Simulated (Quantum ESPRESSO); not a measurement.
# Iridium (Fm-3m): electron-phonon coupling

How strong is the electron-phonon coupling in Iridium (Fm-3m)?

Main program and level: Quantum ESPRESSO 7.5; DFT LDA, scalar-relativistic, plane waves, PseudoDojo norm-conserving pseudopotentials.

The database entry behind the starting cell differs from later determinations by our own check (0.1 to 0.3 % short, probably kX units), so it need not match the best structure at ambient conditions.

## (1) The structure

It takes space group Fm-3m (No. 225, cubic). Conventional cell: a = 3.831 Å, b = 3.831 Å, c = 3.831 Å, α = 90.00°, β = 90.00°, γ = 90.00°. Ir has 12 Ir at 2.71 Å nearest.

## (2) A first look

A cheap run with smearing and empty bands tells whether the crystal has a gap, which decides between fixed occupations and smearing later on.

File probe.in:

```
&control
   calculation = 'scf'
   prefix = 'x'
   outdir = './tmp'
   pseudo_dir = './pseudo'
   tprnfor = .true.
   tstress = .true.
   verbosity = 'high'
/
&system
   ibrav = 0
   nat = 1
   ntyp = 1
   ecutwfc = 68.0
   occupations = 'smearing'
   smearing = 'gaussian'
   degauss = 0.01
/
&electrons
   conv_thr = 1.0d-07
   mixing_beta = 0.7
   electron_maxstep = 100
/
ATOMIC_SPECIES
 Ir    192.2170  Ir.upf
CELL_PARAMETERS angstrom
     0.000000000    1.915600000    1.915600000
     1.915600000    0.000000000    1.915600000
     1.915600000    1.915600000    0.000000000
ATOMIC_POSITIONS crystal
 Ir     0.000000000   0.000000000   0.000000000
K_POINTS automatic
 8 8 8 0 0 0
```

Started as:

```sh
$ OMP_NUM_THREADS=1 mpirun -n 4 pw.x -nk 4 -in probe.in > probe.out
```

Log:

```text
[banners, grids, parts of the stress and lines that vanish by symmetry left out]
Program PWSCF v.7.5
     Message from routine setup:
     using ibrav=0 with symmetry is DISCOURAGED, use correct ibrav instead
[...]
kinetic-energy cutoff     =      68.0000  Ry
     charge density cutoff     =     272.0000  Ry
     scf convergence threshold =      1.0E-07
[...]
Exchange-correlation= SLA  PW   NOGX NOGC
                           (   1   4   0   0   0   0   0)
[...]
48 Sym. Ops., with inversion, found
[...]
(     0          1          0      )
                  (     0          0          1      )
[...]
( -0.0000000  1.0000000  0.0000000 )
                  ( -0.0000000  0.0000000  1.0000000 )
[...]
(     1          0         -1      )
                  (     0          0         -1      )
[...]
(  1.0000000 -0.0000000 -0.0000000 )
                  (  0.0000000 -1.0000000 -0.0000000 )
[...]
(    -1          1          0      )
                  (     0          1         -1      )
[...]
( -1.0000000  0.0000000 -0.0000000 )
                  ( -0.0000000  1.0000000 -0.0000000 )
[...]
number of k points=    29  Gaussian smearing, width (Ry)=  0.0100
[...]
End of self-consistent calculation
[...]
the Fermi energy is    25.7668 ev
!    total energy              =    -229.91856582 Ry
[...]
convergence has been achieved in   5 iterations
[...]
atom    1 type  1   force =     0.00000000    0.00000000    0.00000000
[...]
Total force =     0.000000     Total SCF correction =     0.000000
[...]
total   stress  (Ry/bohr**3)                   (kbar)     P=      -52.92
[...]
XML data file, charge density, pseudopotentials, collected wavefunctions

   JOB DONE.
```

The job ended after 1.9 s (4 MPI ranks of Arm Neoverse V1, shared host; 7.3 s of CPU time).

Read from the output:

- volume per atom: 14.06 Å³
- pressure: -5.292 GPa
- gap on the k-mesh: 0 eV

No gap opens on this mesh, so smearing is kept; the start stands at -5.3 GPa.

## (3) Relaxation

The relaxation runs at a cutoff a fifth above that of the response, since stress converges more slowly with the basis than frequencies do. Forces and stress are brought to rest with tight thresholds.

File relax.in:

```
&control
   calculation = 'vc-relax'
   prefix = 'x'
   outdir = './tmp'
   pseudo_dir = './pseudo'
   tprnfor = .true.
   tstress = .true.
   forc_conv_thr = 2.0d-05
   etot_conv_thr = 1.0d-07
   nstep = 40
/
&system
   ibrav = 0
   nat = 1
   ntyp = 1
   ecutwfc = 82
   occupations = 'smearing'
   smearing = 'mv'
   degauss = 0.02
/
&electrons
   conv_thr = 1.0d-11
   mixing_beta = 0.7
   electron_maxstep = 100
/
&ions
/
&cell
   press_conv_thr = 0.2
/
ATOMIC_SPECIES
 Ir    192.2170  Ir.upf
CELL_PARAMETERS angstrom
     0.000000000    1.915600000    1.915600000
     1.915600000    0.000000000    1.915600000
     1.915600000    1.915600000    0.000000000
ATOMIC_POSITIONS crystal
 Ir     0.000000000   0.000000000   0.000000000
K_POINTS automatic
 16 16 16 0 0 0
```

Started as:

```sh
$ OMP_NUM_THREADS=1 mpirun -n 4 pw.x -nk 4 -in relax.in > relax.out
```

Log:

```text
[banners, grids, parts of the stress and lines that vanish by symmetry left out]
[banner, memory and clock lines left out]
Program PWSCF v.7.5

[...]
kinetic-energy cutoff     =      82.0000  Ry
     charge density cutoff     =     328.0000  Ry
     scf convergence threshold =      1.0E-11
[...]
energy convergence thresh.=      1.0E-07
     force convergence thresh. =      2.0E-05
     press convergence thresh. =      2.0E-01
     Exchange-correlation= SLA  PW   NOGX NOGC
                           (   1   4   0   0   0   0   0)
[...]
48 Sym. Ops., with inversion, found
[...]
number of k points=   145  Marzari-Vanderbilt smearing, width (Ry)=  0.0200
[...]
End of self-consistent calculation
[...]
the Fermi energy is    25.7377 ev
!    total energy              =    -229.92336559 Ry
[...]
convergence has been achieved in   8 iterations
[...]
atom    1 type  1   force =     0.00000000    0.00000000    0.00000000
     Total force =     0.000000     Total SCF correction =     0.000000
[...]
total   stress  (Ry/bohr**3)                   (kbar)     P=      -66.83
[...]
number of bfgs steps    =   0
[...]
CELL_PARAMETERS (angstrom)
[...]
ATOMIC_POSITIONS (crystal)
Ir               0.0000000000        0.0000000000        0.0000000000
[...]
New effective cutoffs (rho, wfc):  335.20   83.88
[...]
End of self-consistent calculation
[...]
the Fermi energy is    26.8752 ev
!    total energy              =    -229.92335854 Ry
[...]
convergence has been achieved in   6 iterations
[...]
atom    1 type  1   force =     0.00000000    0.00000000    0.00000000
     Total force =     0.000000     Total SCF correction =     0.000000
[...]
total   stress  (Ry/bohr**3)                   (kbar)     P=       72.24
[...]
number of bfgs steps    =   1
[...]
CELL_PARAMETERS (angstrom)
[...]
ATOMIC_POSITIONS (crystal)
Ir               0.0000000000        0.0000000000        0.0000000000
[...]
New effective cutoffs (rho, wfc):  331.36   82.92
[...]
End of self-consistent calculation
[...]
the Fermi energy is    26.2975 ev
!    total energy              =    -229.92373939 Ry
[...]
convergence has been achieved in   5 iterations
[...]
atom    1 type  1   force =     0.00000000    0.00000000    0.00000000
     Total force =     0.000000     Total SCF correction =     0.000000
[...]
total   stress  (Ry/bohr**3)                   (kbar)     P=       -0.78
[...]
number of bfgs steps    =   1
[...]
CELL_PARAMETERS (angstrom)
[...]
ATOMIC_POSITIONS (crystal)
Ir               0.0000000000        0.0000000000        0.0000000000
[...]
New effective cutoffs (rho, wfc):  331.41   82.93
[...]
End of self-consistent calculation
[...]
the Fermi energy is    26.3041 ev
!    total energy              =    -229.92373944 Ry
[...]
convergence has been achieved in   4 iterations
[...]
atom    1 type  1   force =     0.00000000    0.00000000    0.00000000
     Total force =     0.000000     Total SCF correction =     0.000000
[...]
total   stress  (Ry/bohr**3)                   (kbar)     P=        0.01
[...]
bfgs converged in   4 scf cycles and   2 bfgs steps
[...]
End of BFGS Geometry Optimization
     Final enthalpy           =    -229.9237394429 Ry
     File ./tmp/x.bfgs deleted, as requested
[...]
CELL_PARAMETERS (angstrom)
[...]
ATOMIC_POSITIONS (crystal)
Ir               0.0000000000        0.0000000000        0.0000000000
[...]
Final scf calculation at the relaxed structure.
[...]
kinetic-energy cutoff     =      82.0000  Ry
     charge density cutoff     =     328.0000  Ry
     scf convergence threshold =      1.0E-13
[...]
press convergence thresh. =      2.0E-01
     Exchange-correlation= SLA  PW   NOGX NOGC
                           (   1   4   0   0   0   0   0)
[...]
48 Sym. Ops., with inversion, found
[...]
number of k points=   145  Marzari-Vanderbilt smearing, width (Ry)=  0.0200
[...]
End of self-consistent calculation
[...]
the Fermi energy is    26.3041 ev
!    total energy              =    -229.92373874 Ry
[...]
convergence has been achieved in   8 iterations
[...]
atom    1 type  1   force =     0.00000000    0.00000000    0.00000000
     Total force =     0.000000     Total SCF correction =     0.000000
[...]
total   stress  (Ry/bohr**3)                   (kbar)     P=        0.01
[...]
XML data file, charge density, pseudopotentials, collected wavefunctions
```

The job ended after 35 s (4 MPI ranks).

Relaxation path:

| step | energy less that of the first step (eV) | largest force (eV/Å) | pressure (GPa) | volume (Å³) |
| --- | --- | --- | --- | --- |
| 1 | 0.0000 | 0.0000 | -6.68 | 14.06 |
| 2 | 0.0001 | 0.0000 | 7.22 | 13.59 |
| 3 | -0.0051 | 0.0000 | -0.08 | 13.82 |
| 4 | -0.0051 | 0.0000 | 0.00 | 13.82 |
| 5 | -0.0051 | 0.0000 | 0.00 | 13.82 |

| conventional cell, symmetrised | before | after | change |
| --- | --- | --- | --- |
| a (Å) | 3.831 | 3.809 | -0.6 % |
| b (Å) | 3.831 | 3.809 | -0.6 % |
| c (Å) | 3.831 | 3.809 | -0.6 % |
| volume (Å³/atom) | 14.06 | 13.82 | -1.7 % |

Final coordinates:

```xyz
1
Lattice="0.0000 1.9046 1.9046 1.9046 0.0000 1.9046 1.9046 1.9046 0.0000" Properties=species:S:1:pos:R:3 pbc="T T T"
Ir    0.0000    0.0000    0.0000
```

The last row of the table of steps is pw.x's closing run on a basis chosen anew for the final cell, so its energy can jump.

Read from the output:

```
volume per atom : 13.82 Å³
pressure        : 0.001 GPa
```

The volume changes by -1.7 % from the cell with which this run began.

## (4) Self-consistent run for the response

The response is built on this ground state, so it is converged far tighter than an energy would need. Smearing stays on, as the first look found no gap above 0.3 eV.

File scf.in:

```
&control
   calculation = 'scf'
   prefix = 'x'
   outdir = './tmp'
   pseudo_dir = './pseudo'
   tprnfor = .true.
   tstress = .true.
/
&system
   ibrav = 0
   nat = 1
   ntyp = 1
   ecutwfc = 68.0
   occupations = 'smearing'
   smearing = 'mv'
   degauss = 0.02
/
&electrons
   conv_thr = 1.0d-12
   mixing_beta = 0.7
   electron_maxstep = 100
/
ATOMIC_SPECIES
 Ir    192.2170  Ir.upf
CELL_PARAMETERS angstrom
     0.000000000    1.904647640    1.904647640
     1.904647640    0.000000000    1.904647640
     1.904647640    1.904647640    0.000000000
ATOMIC_POSITIONS crystal
 Ir     0.000000000   0.000000000   0.000000000
K_POINTS automatic
 16 16 16 0 0 0
```

Started as:

```sh
$ OMP_NUM_THREADS=1 mpirun -n 4 pw.x -nk 4 -in scf.in > scf.out
```

Log:

```text
[banners, grids, parts of the stress and lines that vanish by symmetry left out]
[banner, memory and clock lines left out]
Program PWSCF v.7.5

[...]
kinetic-energy cutoff     =      68.0000  Ry
     charge density cutoff     =     272.0000  Ry
     scf convergence threshold =      1.0E-12
[...]
Exchange-correlation= SLA  PW   NOGX NOGC
                           (   1   4   0   0   0   0   0)
[...]
48 Sym. Ops., with inversion, found
[...]
number of k points=   145  Marzari-Vanderbilt smearing, width (Ry)=  0.0200
[...]
End of self-consistent calculation
[...]
the Fermi energy is    26.3041 ev
!    total energy              =    -229.92371308 Ry
[...]
convergence has been achieved in   8 iterations
[...]
atom    1 type  1   force =     0.00000000    0.00000000    0.00000000
     Total force =     0.000000     Total SCF correction =     0.000000
[...]
total   stress  (Ry/bohr**3)                   (kbar)     P=       -0.36
[...]
XML data file, charge density, pseudopotentials, collected wavefunctions
```

The job ended after 8.2 s (4 MPI ranks).

This step gave:

```
pressure : -0.036 GPa
```

The cell stands at -0.036 GPa, close enough for phonons.

## (5) Levels on a dense mesh

The coupling is a sum over pairs of states at the Fermi level and needs a much denser mesh than the density does.

scf_fit.in, as its differences from scf.in of step 4:

```diff
@@ -16,5 +16,6 @@
    degauss = 0.02
+   la2F = .true.
 /
 &electrons
-   conv_thr = 1.0d-12
+   conv_thr = 1.0d-10
    mixing_beta = 0.7
@@ -31,2 +32,2 @@
 K_POINTS automatic
- 16 16 16 0 0 0
+ 32 32 32 0 0 0
```

Started as:

```sh
$ OMP_NUM_THREADS=1 mpirun -n 4 pw.x -nk 4 -in scf_fit.in > scf_fit.out
```

Log:

```text
[banners, grids, parts of the stress and lines that vanish by symmetry left out]
[banner, memory and clock lines left out]
Program PWSCF v.7.5

[...]
kinetic-energy cutoff     =      68.0000  Ry
     charge density cutoff     =     272.0000  Ry
     scf convergence threshold =      1.0E-10
[...]
Exchange-correlation= SLA  PW   NOGX NOGC
                           (   1   4   0   0   0   0   0)
[...]
48 Sym. Ops., with inversion, found
[...]
number of k points=   897  Marzari-Vanderbilt smearing, width (Ry)=  0.0200
[...]
End of self-consistent calculation
[...]
the Fermi energy is    26.2713 ev
!    total energy              =    -229.92427607 Ry
[...]
convergence has been achieved in   6 iterations
[...]
atom    1 type  1   force =     0.00000000    0.00000000    0.00000000
     Total force =     0.000000     Total SCF correction =     0.000000
[...]
total   stress  (Ry/bohr**3)                   (kbar)     P=       -4.07
[...]
XML data file, charge density, pseudopotentials, collected wavefunctions
```

Elapsed: 36 s, on 4 MPI ranks.

Numbers from this step:

```yaml
pressure: -0.4070 GPa
```

## (6) Self-consistent run for the response

The run on the dense mesh left its levels for the electron-phonon sums; ph.x needs the ground state on the coarse mesh, so pw.x runs once more in the same folder.

scf.in is that of step 4.

Started as:

```sh
$ OMP_NUM_THREADS=1 mpirun -n 4 pw.x -nk 4 -in scf.in > scf.out
```

Log:

```text
[banners, grids, parts of the stress and lines that vanish by symmetry left out]
[banner, memory and clock lines left out]
Program PWSCF v.7.5

[...]
kinetic-energy cutoff     =      68.0000  Ry
     charge density cutoff     =     272.0000  Ry
     scf convergence threshold =      1.0E-12
[...]
Exchange-correlation= SLA  PW   NOGX NOGC
                           (   1   4   0   0   0   0   0)
[...]
48 Sym. Ops., with inversion, found
[...]
number of k points=   145  Marzari-Vanderbilt smearing, width (Ry)=  0.0200
[...]
End of self-consistent calculation
[...]
the Fermi energy is    26.3041 ev
!    total energy              =    -229.92371308 Ry
[...]
convergence has been achieved in   8 iterations
[...]
atom    1 type  1   force =     0.00000000    0.00000000    0.00000000
     Total force =     0.000000     Total SCF correction =     0.000000
[...]
total   stress  (Ry/bohr**3)                   (kbar)     P=       -0.36
[...]
XML data file, charge density, pseudopotentials, collected wavefunctions
```

Elapsed: 8.2 s, on 4 MPI ranks; 32 s of CPU time.

Read from the output:

* pressure: -0.036 GPa

[end of part 1 of 3]

[Host names and launcher messages were left out of these logs when they were recorded.]

[Logs are printed without paths, hosts, clocks, repeated set-up lines and the standing remarks that a program may print on its own settings, such as how far it seeks lower states.]

[Hosts, paths, dates, database ids (printed as entryN), source tags and the programs' standing remarks are cut or masked in the printed files.]
